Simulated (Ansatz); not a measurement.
# How Hf(0001) screens a field

Aim: image plane and induced charge of Hf(0001).

Calculated with Ansatz 0.2.0; plane-wave DFT, LDA, Ansatz PAW.

This is a report of a sequence of runs, with the program logs left out and the cost of each run kept.

### 1. The starting structure

The cell holds 9 atoms: 9 Hf. Its edges and angles: a = 3.200 Å, b = 3.200 Å, c = 38.250 Å, α = 90.0°, β = 90.0°, γ = 60.0°. Vacuum lies along c.

### 2. Atoms held, field 0

A sawtooth potential applies the field, turning back in the middle of the vacuum. With the dipole correction the typed value is the field outside the slab. The induced dipole is small, so the SCF threshold is tight.

The input, input.yaml:

```yaml
crystal:
  lattice:
    - [3.2, 0.0, 0.0]
    - [1.6, 2.7712812921, 0.0]
    - [0.0, 0.0, 38.2496]
  atoms:
    - { symbol: Hf, position: [0.0, 0.0, 0.2352965783] }
    - { symbol: Hf, position: [0.6666666667, 0.6666666667, 0.3014724337] }
    - { symbol: Hf, position: [0.0, 0.0, 0.3676482891] }
    - { symbol: Hf, position: [0.6666666667, 0.6666666667, 0.4338241446] }
    - { symbol: Hf, position: [0.0, 0.0, 0.5] }
    - { symbol: Hf, position: [0.6666666667, 0.6666666667, 0.5661758554] }
    - { symbol: Hf, position: [0.0, 0.0, 0.6323517109] }
    - { symbol: Hf, position: [0.6666666667, 0.6666666667, 0.6985275663] }
    - { symbol: Hf, position: [0.0, 0.0, 0.7647034217] }
kpoints:
  mp_grid: { grid: [18, 18, 1] }
hamiltonian:
  xc: lda
scf:
  occupations: { method: fermi_dirac, width: 0.1 }
  convergence: { dr2_threshold: 1.0e-10 }
efield:
  axis: 3
  dipole_correction: true
  ramp_position: 0.97
  ramp_width: 0.06
  amplitude: 0
output:
  forces: true
  write_potential: true
  write_density: true
  volumetric_format: npy
```

Command:

```console
> ansatz run input.yaml --threads 4 --pin off --max-ram 6144MiB --backend cpu --events-out ev --progress --plain --runs-dir out
```

Run time: 3.1 min. Hardware: 4 threads of Arm Neoverse N1, shared host; peak memory 1.9 GiB; 12 min of CPU time.

Numbers from this step:

* energy at zero smearing: -139288.9816 eV
* work function, upper face: 4.546 eV
* dipole along the normal: -1.33e-7 e·Å

Running mean over 2.531 Å of the planar mean; the ramp of the sawtooth is left out. Electron's electrostatic potential energy less the Fermi level against z:

z (Å), electron's electrostatic potential energy less the Fermi level (eV) and a bar from the least value:
```
        4       4.54 ##############################
        6       4.30 #############################
        8      -3.82 #########
       10      -7.05 
       12      -7.09 
       14      -7.10 
       16      -7.14 
       18      -7.13 
       20      -7.13 
       22      -7.14 
       24      -7.10 
       26      -7.10 
       28      -7.02 
       30      -5.32 #####
       32       4.12 #############################
       34       4.54 ##############################
```

Force by atom:

```
atom  x (eV/Å)  y (eV/Å)  z (eV/Å)  size
 Hf1      0.00      0.00      1.04  1.04
 Hf2      0.00      0.00     -0.71  0.71
 Hf3      0.00      0.00      0.11  0.11
 Hf4      0.00      0.00      0.00  0.00
 Hf5      0.00      0.00      0.00  0.00
 Hf6      0.00      0.00      0.00  0.00
 Hf7      0.00      0.00     -0.11  0.11
 Hf8      0.00      0.00      0.71  0.71
 Hf9      0.00      0.00     -1.04  1.04
```

The work function of the upper face is 4.55 eV.

### 3. Single point, field 0.05 V/Å

input.yaml: that of step 2 with these lines changed.

```diff
@@ -27,3 +27,3 @@
   ramp_width: 0.06
-  amplitude: 0
+  amplitude: 0.05
 output:
```

Wall time 3 min (4 threads); peak memory 1.9 GiB; 12 min of CPU time.

The dipole is 0.0611 e·Å.

### 4. Single point, field -0.05 V/Å

input.yaml: that of step 3 with these lines changed.

```diff
@@ -27,3 +27,3 @@
   ramp_width: 0.06
-  amplitude: 0.05
+  amplitude: -0.05
 output:
```

Elapsed: 2.9 min, on 4 threads; peak memory 1.9 GiB; 12 min of CPU time.

The dipole is -0.0611 e·Å.

### 5. Single point, field 0.1 V/Å

input.yaml: that of step 4 with these lines changed.

```diff
@@ -27,3 +27,3 @@
   ramp_width: 0.06
-  amplitude: -0.05
+  amplitude: 0.1
 output:
```

It took 3 min on 4 threads; peak memory 1.9 GiB; 12 min of CPU time.

The dipole is 0.122 e·Å.

### 6. Single point, field -0.1 V/Å

input.yaml: that of step 5 with these lines changed.

```diff
@@ -27,3 +27,3 @@
   ramp_width: 0.06
-  amplitude: 0.1
+  amplitude: -0.1
 output:
```

It took 3 min on 4 threads; peak memory 1.9 GiB.

The dipole is -0.122 e·Å.

### 7. Single point, field 0.2 V/Å

input.yaml: that of step 6 with these lines changed.

```diff
@@ -27,3 +27,3 @@
   ramp_width: 0.06
-  amplitude: -0.1
+  amplitude: 0.2
 output:
```

It took 3 min on 4 threads; peak memory 1.9 GiB.

The dipole is 0.245 e·Å.

### 8. Atoms held, field -0.2 V/Å

input.yaml: that of step 7 with these lines changed.

```diff
@@ -27,3 +27,3 @@
   ramp_width: 0.06
-  amplitude: 0.2
+  amplitude: -0.2
 output:
```

Wall time 3 min (4 threads); peak memory 1.9 GiB; 12 min of CPU time.

The dipole is -0.245 e·Å.

### 9. Single point, field 0.4 V/Å

input.yaml: that of step 8 with these lines changed.

```diff
@@ -27,3 +27,3 @@
   ramp_width: 0.06
-  amplitude: -0.2
+  amplitude: 0.4
 output:
@@ -33 +33,2 @@
   volumetric_format: npy
+  elf: true
```

Wall time 3.6 min (4 threads); peak memory 1.9 GiB; 14 min of CPU time.

Running mean over 2.531 Å of the planar mean, with the applied field; the ramp of the sawtooth is left out. Table of electron's electrostatic potential energy less the Fermi level by z:

z (Å), electron's electrostatic potential energy less the Fermi level (eV) and a bar from the least value:
```
        4       3.51 #########################
        5       3.88 ##########################
        6       4.00 ##########################
        7       2.44 #######################
        8      -3.81 ########
        9      -7.16 
       10      -7.05 
       11      -7.01 
       12      -7.09 
       13      -7.10 
       14      -7.10 
       15      -7.12 
       16      -7.14 
       17      -7.14 
       18      -7.13 
       19      -7.13 
       20      -7.13 
       21      -7.13 
       22      -7.14 
       23      -7.13 
       24      -7.10 
       25      -7.10 
       26      -7.10 
       27      -7.03 
       28      -7.02 
       29      -7.21 
       30      -5.33 ####
       31       1.30 ####################
       32       4.38 ###########################
       33       5.10 #############################
       34       5.53 ##############################
```

The dipole is 0.489 e·Å.

### 10. The response

This step: plane-wave DFT, LDA, Ansatz PAW; screening of a field by a metal slab (Ansatz 0.2.0).

The dipoles give the slope, and the difference of two potentials shows where the field is screened.

Numbers from this step:

```
equivalent conductor thickness p/(ε₀AE)      : 24.95 Å
distance between the outer atoms             : 20.25 Å
inner field over outer field                 : -5.22e-5
image plane, upper face                      : 2.339 Å
induced electrons on the upper face over ε₀E : -0.9999
image plane, lower face                      : 2.339 Å
induced electrons on the lower face over ε₀E : 0.9999
```

The dipole of the cell by applied field:

| applied field (V/Å) | dipole of the cell (e·Å) |
| --- | --- |
| -0.200 | -0.245 |
| -0.100 | -0.122 |
| -0.050 | -0.0611 |
| 0.000 | 0 |
| 0.050 | 0.0611 |
| 0.100 | 0.122 |
| 0.200 | 0.245 |
| 0.400 | 0.489 |

Local field over the applied field, running mean. From the potentials at -0.05 and 0.05 V/Å; running mean over 2.531 Å. The local field over applied field by z:

z (Å), local field over applied field and a bar from the least value:
```
        5      0.949 ##############################
        6      0.781 #########################
        7      0.403 #############
        8      0.077 ####
        9     -0.041 
       10     -0.003 #
       11     -0.008 #
       12      0.000 #
       13      0.002 #
       14      0.001 #
       15      0.000 #
       16      0.001 #
       17      0.000 #
       18      0.000 #
       19      0.000 #
       20      0.000 #
       21      0.000 #
       22      0.001 #
       23     -0.001 #
       24      0.001 #
       25      0.001 #
       26      0.001 #
       27     -0.007 #
       28     -0.002 #
       29     -0.036 
       30      0.027 ##
       31      0.303 ##########
       32      0.704 #######################
       33      0.925 #############################
```

Electrons, planar mean, per unit field. The induced electron density by z:

```csv
z (Å),induced electron density (e/Å³ per V/Å)
5,2.6e-4
6,0.00121
7,0.00336
8,0.00152
9,-6.2e-4
10,1.9e-4
11,-1.6e-4
12,5.3e-5
13,-7.6e-5
14,9.7e-5
15,-5.3e-5
16,4.9e-5
17,0
18,9.1e-6
19,0
20,-4.4e-6
21,1.7e-6
22,-3.2e-5
23,4.4e-5
24,-6.5e-5
25,3.4e-5
26,-7.0e-5
27,7.5e-5
28,1.9e-5
29,2.1e-4
30,4.9e-4
31,-0.00371
32,-0.00166
33,-3.9e-4
```

By hand: between -0.05 and 0.05 V/Å the dipole changes by 0.1223 e·Å, a slope of 1.223 e·Å²/V. A perfect conductor of thickness t has p = ε₀AEt, so t = 180.95 × 1.223 / 8.868 = 24.95 Å (e/ε₀ = 180.95 V·Å, A in Å²). Less the 20.25 Å between the outer atoms, and halved, that puts each image plane 2.35 Å out.

The induced dipole is that of a conductor 24.95 Å thick.

### 11. A changed input

This step: plane-wave DFT, LDA, Ansatz PAW (Ansatz 0.2.0).

A run with a changed input: it repeats the earlier run at 0.05 V/Å with efield.dipole_correction from true to false.

input.yaml: that of step 9 with these lines changed.

```diff
@@ -24,6 +24,6 @@
   axis: 3
-  dipole_correction: true
+  dipole_correction: false
   ramp_position: 0.97
   ramp_width: 0.06
-  amplitude: 0.4
+  amplitude: 0.05
 output:
@@ -33,2 +33 @@
   volumetric_format: npy
-  elf: true
```

Run time: 2.7 min. Hardware: 4 threads; peak memory 1.9 GiB; 11 min of CPU time.

```
                     quantity  this run  earlier run  difference
dipole along the normal (e·Å)    0.1758      0.06113        0.11
```

With the dipole correction off, the periodic images add a field of their own to the typed one.

It moves by +0.115 e·Å.

These numbers are not those of the isolated slab.

### 12. Varying the input

Another changed input: it repeats the earlier run at 0.05 V/Å with efield.dipole_correction from true to false.

input.yaml is that of step 11.

Elapsed: 2.7 min, on 4 threads; peak memory 1.9 GiB; 11 min of CPU time.

| quantity | this run | earlier run | difference |
| --- | --- | --- | --- |
| dipole along the normal (e·Å) | 0.1758 | 0.06113 | 0.11 |

With the dipole correction off, the periodic images add a field of their own to the typed one.

It moves by +0.115 e·Å.

These numbers are not those of the isolated slab.

### 13. Summary of results

| Property | Result |
| --- | --- |
| work function | 4.55 eV |
| image plane, upper face | 2.34 Å |
| induced electrons on the upper face over ε₀E | -1.000 |
| equivalent conductor thickness p/(ε₀AE) | 24.9 Å |
| inner field over outer field | -5.2e-5 |

**Reading.** The induced charge has its centre 2.34 Å outside the outermost atoms; this is the plane from which a capacitor's gap or an image potential counts. The equivalent conductor thickness exceeds the distance between the outer atoms by 4.70 Å, about the sum of the two image-plane distances. In the middle of the slab the field is screened to under 0.5 % of its outer value. The atoms are held at bulk positions with the tabulated experimental lattice constant.

[Long decimals in the printed logs are rounded to 6 places.]

[Logs are printed without paths, hosts, clocks, repeated set-up lines and the standing remarks that a program may print on its own settings, such as how far it seeks lower states.]

[Hosts, paths, dates, database ids (printed as entryN), source tags and the programs' standing remarks are cut or masked in the printed files.]

[Maps of the electrostatic potential energy from Ansatz leave out the sawtooth potential of an applied field or a dipole correction, so their vacuum need not be flat; planar profiles and work functions include it.]
